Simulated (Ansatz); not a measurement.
# Arsenene bilayer (AA') in a perpendicular field, part 3 of 3

Aim: how the arsenene bilayer (AA') screens a field along its normal, and what the field does to its bands. A positive field points along +c.

Ansatz 0.2.0; plane-wave DFT, PBE-D3(BJ), Ansatz PAW.

So far, gap on the k-mesh (eV): step 3 (single point, field 0, start network) 1.27; step 7 (field -0.1 V/Å) 1.22; step 8 (field 0.2 V/Å) 1.15; step 9 (field -0.2 V/Å) 1.15; step 10 (field 0.3 V/Å) 1.07.

### 11. Single point, field -0.3 V/Å

File input.yaml:

```yaml
crystal:
  lattice:
    - [3.5689875578, 0.0, 0.0]
    - [-1.7844937789, 3.0908338908, 0.0]
    - [0.0, 0.0, 24.6405589834]
  atoms:
    - { symbol: As, position: [0.6666666667, 0.3333333333, 0.3652514542] }
    - { symbol: As, position: [0.3333333333, 0.6666666667, 0.4220097042] }
    - { symbol: As, position: [0.3333333333, 0.6666666667, 0.5779902958] }
    - { symbol: As, position: [0.6666666667, 0.3333333333, 0.6347485458] }
kpoints:
  mp_grid: { grid: [18, 18, 1] }
  band_path:
    path: [[0, 0, 0], [0.5, 0, 0], [0.33333333, 0.33333333, 0], [0, 0, 0]]
    npoints: 16
hamiltonian:
  xc: pbe
  dispersion: d3bj
scf:
  occupations: { method: fermi_dirac, width: 0.02585 }
  convergence: { dr2_threshold: 1.0e-10 }
efield:
  axis: 3
  dipole_correction: true
  ramp_position: 0.952
  ramp_width: 0.0959
  amplitude: -0.3
output:
  write_potential: true
  write_density: true
  volumetric_format: npy
```

Started as:

```
ansatz run input.yaml --threads 4 --pin off --max-ram 8192MiB --backend cpu --events-out ev --progress --plain --runs-dir out
```

Numbers of over 12 decimals in the logs are rounded to 6 here.

Log:

```text
[...]
Crystal: 4 atoms, lattice volume = 271.814 Å³
Basis set: ecut = 420 eV, 5237 PW (Γ)
Bands: 36, of which v1, the nominal top of the filled ones, is band 30 counted from 1 (29 counted from 0)
Symmetry: 6 space group operations
k-points: 37 of 324 (time reversal used)
[...]
k-point 0: bands = [... 26 lower, -0.6514, -0.6452, -0.3225, -0.3225, 1.3851, 1.9149, 2.8514, 2.8514, ... 2 higher]
  k-point 1: bands = [... 26 lower, -0.8084, -0.7520, -0.5857, -0.4230, 1.7726, 2.2754, 2.7572, 2.9529, ... 2 higher]
  k-point 2: bands = [... 26 lower, -1.5581, -1.0097, -0.6806, -0.5535, 1.9707, 2.3750, 2.9308, 3.1999, ... 2 higher]
  k-point 36: bands = [... 26 lower, -2.9753, -2.7987, -2.4244, -2.2866, 1.0827, 1.6230, 3.5714, 3.5781, ... 2 higher]
[key lines of the parts left out:]
SCF converged after 12 iterations
Free energy (F): -19425.536853 eV
Fermi energy:    0.200927 eV
Dipole field:    D = -0.099740 V/Å  (p = -0.149823 e·Å, saw-weighted, corrected)
```

The job ended after 21 s (4 threads of Intel Xeon at 2.70GHz, shared host; peak memory 0.76 GiB; 80 s of CPU time).

The dipole is -0.150 e·Å, and the gap 1.075 eV.

### 12. Atoms held, field 0.4 V/Å

Changes to input.yaml since step 11:

```diff
@@ -24,5 +24,5 @@
   dipole_correction: true
-  ramp_position: 0.952
-  ramp_width: 0.0959
-  amplitude: -0.3
+  ramp_position: 0.9144
+  ramp_width: 0.1713
+  amplitude: 0.4
 output:
```

Log:

```text
[...]
Crystal: 4 atoms, lattice volume = 271.814 Å³
Basis set: ecut = 420 eV, 5237 PW (Γ)
Bands: 36, of which v1, the nominal top of the filled ones, is band 30 counted from 1 (29 counted from 0)
Symmetry: 6 space group operations
k-points: 37 of 324 (time reversal used)
[...]
k-point 0: bands = [... 26 lower, -0.7094, -0.6324, -0.2738, -0.2738, 1.3420, 1.9475, 2.7941, 2.7941, ... 2 higher]
  k-point 1: bands = [... 26 lower, -0.8100, -0.7578, -0.5739, -0.3743, 1.7245, 2.3101, 2.6976, 2.8957, ... 2 higher]
  k-point 2: bands = [... 26 lower, -1.5426, -1.0676, -0.6319, -0.5393, 1.9165, 2.4147, 2.8527, 3.1430, ... 2 higher]
  k-point 36: bands = [... 26 lower, -3.0053, -2.8593, -2.3728, -2.2659, 1.0411, 1.6553, 3.5434, 3.5487, ... 2 higher]
[key lines of the parts left out:]
SCF converged after 14 iterations
Free energy (F): -19425.554344 eV
Fermi energy:    0.206942 eV
Dipole field:    D = 0.133159 V/Å  (p = 0.200024 e·Å, saw-weighted, corrected)
```

Elapsed: 22 s, on 4 threads; peak memory 0.77 GiB; 82 s of CPU time.

The dipole is 0.200 e·Å, and the gap 0.990 eV.

### 13. Atoms held, field -0.4 V/Å

Changes to input.yaml since step 12:

```diff
@@ -26,3 +26,3 @@
   ramp_width: 0.1713
-  amplitude: 0.4
+  amplitude: -0.4
 output:
```

Log:

```text
[...]
Crystal: 4 atoms, lattice volume = 271.814 Å³
Basis set: ecut = 420 eV, 5237 PW (Γ)
Bands: 36, of which v1, the nominal top of the filled ones, is band 30 counted from 1 (29 counted from 0)
Symmetry: 6 space group operations
k-points: 37 of 324 (time reversal used)
[...]
k-point 0: bands = [... 26 lower, -0.7087, -0.6317, -0.2731, -0.2731, 1.3427, 1.9482, 2.7947, 2.7947, ... 2 higher]
  k-point 1: bands = [... 26 lower, -0.8094, -0.7572, -0.5733, -0.3737, 1.7252, 2.3108, 2.6982, 2.8964, ... 2 higher]
  k-point 2: bands = [... 26 lower, -1.5420, -1.0670, -0.6313, -0.5387, 1.9171, 2.4154, 2.8534, 3.1436, ... 2 higher]
  k-point 36: bands = [... 26 lower, -3.0046, -2.8586, -2.3721, -2.2652, 1.0417, 1.6560, 3.5441, 3.5494, ... 2 higher]
[key lines of the parts left out:]
SCF converged after 14 iterations
Free energy (F): -19425.554344 eV
Fermi energy:    0.207599 eV
Dipole field:    D = -0.133160 V/Å  (p = -0.200024 e·Å, saw-weighted, corrected)
```

Wall time 19 s (4 threads); peak memory 0.75 GiB; 71 s of CPU time.

The dipole is -0.200 e·Å, and the gap 0.990 eV.

### 14. Response, atoms held

This step: plane-wave DFT, PBE-D3(BJ), Ansatz PAW; response to a field along the normal, atoms held (Ansatz 0.2.0).

The dipoles give the slope, and the difference of two potentials shows where the field is screened.

This step gave:

```yaml
equivalent_conductor_thickness_p_eps_0ae: 8.181 Å
distance_between_the_outer_atoms: 6.641 Å
```

The dipole of the cell by applied field:

| applied field (V/Å) | dipole of the cell (e·Å) |
| --- | --- |
| -0.400 | -0.200 |
| -0.300 | -0.150 |
| -0.200 | -0.0998 |
| -0.100 | -0.0499 |
| -0.050 | -0.0249 |
| 0.000 | 2.0e-6 |
| 0.050 | 0.0249 |
| 0.100 | 0.0499 |
| 0.200 | 0.0998 |
| 0.300 | 0.150 |
| 0.400 | 0.200 |

Local field over the applied field, running mean. From the potentials at -0.05 and 0.05 V/Å; running mean over 2.8 Å. Table of local field over applied field by z:

| z (Å) | local field over applied field |
| --- | --- |
| 4.5 | 0.996 |
| 5.0 | 0.989 |
| 5.5 | 0.972 |
| 6.0 | 0.934 |
| 6.5 | 0.856 |
| 7.0 | 0.729 |
| 7.5 | 0.573 |
| 8.0 | 0.407 |
| 8.5 | 0.246 |
| 9.0 | 0.118 |
| 9.5 | 0.0495 |
| 10.0 | 0.0482 |
| 10.5 | 0.110 |
| 11.0 | 0.210 |
| 11.5 | 0.308 |
| 12.0 | 0.365 |
| 12.5 | 0.372 |
| 13.0 | 0.330 |
| 13.5 | 0.240 |
| 14.0 | 0.135 |
| 14.5 | 0.0597 |
| 15.0 | 0.0425 |
| 15.5 | 0.0920 |
| 16.0 | 0.205 |
| 16.5 | 0.360 |
| 17.0 | 0.527 |
| 17.5 | 0.687 |
| 18.0 | 0.825 |
| 18.5 | 0.917 |
| 19.0 | 0.964 |
| 19.5 | 0.986 |
| 20.0 | 0.995 |
| 20.5 | 0.998 |

Electrons, planar mean, per unit field. Induced electron density against z:

| z (Å) | induced electron density (e/Å³ per V/Å) |
| --- | --- |
| 4.5 | 1.6e-5 |
| 5.0 | 4.4e-5 |
| 5.5 | 1.1e-4 |
| 6.0 | 2.9e-4 |
| 6.5 | 6.9e-4 |
| 7.0 | 0.00150 |
| 7.5 | 0.00277 |
| 8.0 | 0.00323 |
| 8.5 | 0.00141 |
| 9.0 | 0.00101 |
| 9.5 | 4.3e-4 |
| 10.0 | -4.8e-4 |
| 10.5 | -8.4e-4 |
| 11.0 | -0.00161 |
| 11.5 | -0.00267 |
| 12.0 | -0.00125 |
| 12.5 | 7.1e-4 |
| 13.0 | 0.00243 |
| 13.5 | 0.00215 |
| 14.0 | 8.6e-4 |
| 14.5 | 5.7e-4 |
| 15.0 | -1.5e-4 |
| 15.5 | -8.3e-4 |
| 16.0 | -0.00115 |
| 16.5 | -0.00288 |
| 17.0 | -0.00309 |
| 17.5 | -0.00183 |
| 18.0 | -8.6e-4 |
| 18.5 | -3.7e-4 |
| 19.0 | -1.5e-4 |
| 19.5 | -5.8e-5 |
| 20.0 | -2.1e-5 |
| 20.5 | -7.5e-6 |

The smaller of the gaps on the path and on the k-mesh, counted as 0 under 0.03 eV. The gap by applied field:

| applied field (V/Å) | gap (eV) |
| --- | --- |
| -0.400 | 0.990 |
| -0.300 | 1.07 |
| -0.200 | 1.15 |
| -0.100 | 1.22 |
| -0.050 | 1.25 |
| 0.000 | 1.27 |
| 0.050 | 1.25 |
| 0.100 | 1.22 |
| 0.200 | 1.15 |
| 0.300 | 1.07 |
| 0.400 | 0.990 |

By hand: between -0.05 and 0.05 V/Å the dipole changes by 0.04986 e·Å, a slope of 0.4986 e·Å²/V. A perfect conductor of thickness t has p = ε₀AEt, so t = 180.95 × 0.4986 / 11.031 = 8.18 Å (e/ε₀ = 180.95 V·Å, A in Å²).

The induced dipole is that of a conductor 8.18 Å thick.

### 15. Outcome

```
gap without field                          : 1.27 eV
ionisation energy, upper face              : 5.26 eV
electron affinity, upper face              : 3.98 eV
equivalent conductor thickness, atoms held : 8.18 Å
```

**Reading.** The induced dipole equals that of a perfect conductor 8.18 Å thick, while the outer atoms lie 6.64 Å apart; an out-of-plane ε follows only once a thickness t is chosen, by 1 − 1/ε = 8.18 Å / t. The gap goes from 1.27 eV to 0.99 eV at -0.4 V/Å. With the field reversed the gap is 0.99 eV at 0.4 V/Å. Semilocal functionals give gaps that are too small, and excitons are not included. Spin-orbit coupling is left out.

[Logs are printed without paths, hosts, clocks, repeated set-up lines and the standing remarks that a program may print on its own settings, such as how far it seeks lower states.]

[Hosts, paths, dates, database ids (printed as entryN), source tags and the programs' standing remarks are cut or masked in the printed files.]

[Maps of the electrostatic potential energy from Ansatz leave out the sawtooth potential of an applied field or a dipole correction, so their vacuum need not be flat; planar profiles and work functions include it.]
